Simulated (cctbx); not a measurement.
## Occupancies in CaCd4SeS4

Cell a = 4.0000 Å, b = 4.0000 Å, c = 48.0210 Å, α = 90.00°, β = 90.00°, γ = 120.00°; space group R-3m (no. 166); nominal formula CaCd4SeS4.

Simulated single-crystal data (cctbx): Cu Kα, λ = 1.54184 Å, to d = 0.83 Å, 70 % of the full sphere, strongest reflection 70000 counts, noise from counting, a 4 % proportional error and a noise floor of 8 counts (s.d.); no absorption, and some extinction, which the refinements don't model.

With every site full:

```text
Rint 0.028, 205 unique reflections to 0.83 A
cycle     R1     wR2    GooF  max shift (A)
   1  0.1276  0.2752  10.535   0.00400
   2  0.0162  0.0337   1.292   0.00001
final R1 0.0162 wR2 0.0337 GooF 1.292  parameters 16  data/parameter 12.8
atom        x        y        z      Ueq    occ   su(xyz)  su(Uiso or U11)
Cd1    0.33333  0.66667  0.26511   0.0024  1.000  0.00001  0.0002
Cd2    0.00000  0.00000  0.19932   0.0032  1.000  0.00001  0.0002
Se1    0.33333  0.66667  0.16667   0.0041  1.000  0.00000  0.0003
Ca1    0.00000  0.00000  0.00000   0.0056  1.000  0.00000  0.0005
S1     0.00000  0.00000  0.10258   0.0064  1.000  0.00003  0.0005
S2     0.66667  0.33333  0.03841   0.0053  1.000  0.00003  0.0005
difference map: max 0.54 min -1.61 rms 0.23
Q1    0.0000  0.0000  0.4341    6    0.55  1.56 A from Cd1
Q2    0.0000  0.0000  0.1392    6    0.51  1.76 A from S1
Q3    0.0000  0.0000  0.3649    6    0.48  1.76 A from Cd1
Q4    0.0000  0.0000  0.0358    6    0.44  1.72 A from Ca1
Q5    0.0000  0.0000  0.0629    6    0.40  1.91 A from S1
Q6    0.0119  0.5060  0.4265   18    0.37  1.28 A from S1
```

With the occupancies of the suspect sites free, each still typed as its main element:

```text
Rint 0.028, 205 unique reflections to 0.83 A
cycle     R1     wR2    GooF  max shift (A)
   1  0.0744  0.1597   6.130   0.00016
   2  0.0162  0.0337   1.295   0.00001
final R1 0.0162 wR2 0.0337 GooF 1.295  parameters 17  data/parameter 12.1
atom        x        y        z      Ueq    occ   su(xyz)  su(Uiso or U11)
Cd1    0.33333  0.66667  0.26511   0.0024  1.000  0.00001  0.0002
Cd2    0.00000  0.00000  0.19932   0.0032  1.000  0.00001  0.0002
Se1    0.33333  0.66667  0.16667   0.0041  1.000  0.00000  0.0003
Ca1    0.00000  0.00000  0.00000   0.0056  1.000  0.00000  0.0005
S1     0.00000  0.00000  0.10258   0.0064  1.000  0.00003  0.0006
S2     0.66667  0.33333  0.03841   0.0053  1.000  0.00003  0.0005
su of occupancy S1: 0.008
difference map: max 0.54 min -1.61 rms 0.23
Q1    0.0000  0.0000  0.4341    6    0.55  1.56 A from Cd1
Q2    0.0000  0.0000  0.1392    6    0.51  1.76 A from S1
Q3    0.0000  0.0000  0.3649    6    0.48  1.76 A from Cd1
Q4    0.0000  0.0000  0.0358    6    0.44  1.72 A from Ca1
Q5    0.0000  0.0000  0.0629    6    0.40  1.91 A from S1
Q6    0.0119  0.5060  0.4265   18    0.37  1.28 A from S1
```

**Question.** What is the disorder?

X-rays count electrons. S1 refines to 1.000(0.008), or 16.0 electrons; the site truly holds 0.97 S, 15.5 electrons, which is 0.970 of S. All are within 3 s.u. of full, so these data don't show the disorder. Occupancy correlates with U and the scale, so the match is approximate.

Freeing them takes R1 from 0.0162 to 0.0162 and GooF from 1.29 to 1.29.

This is a model crystal, built by substitution and not relaxed, with assumed displacement parameters.

[Middle refinement cycles are left out of these outputs.]

[Logs are printed without paths, hosts, clocks, repeated set-up lines and the standing remarks that a program may print on its own settings, such as how far it seeks lower states.]
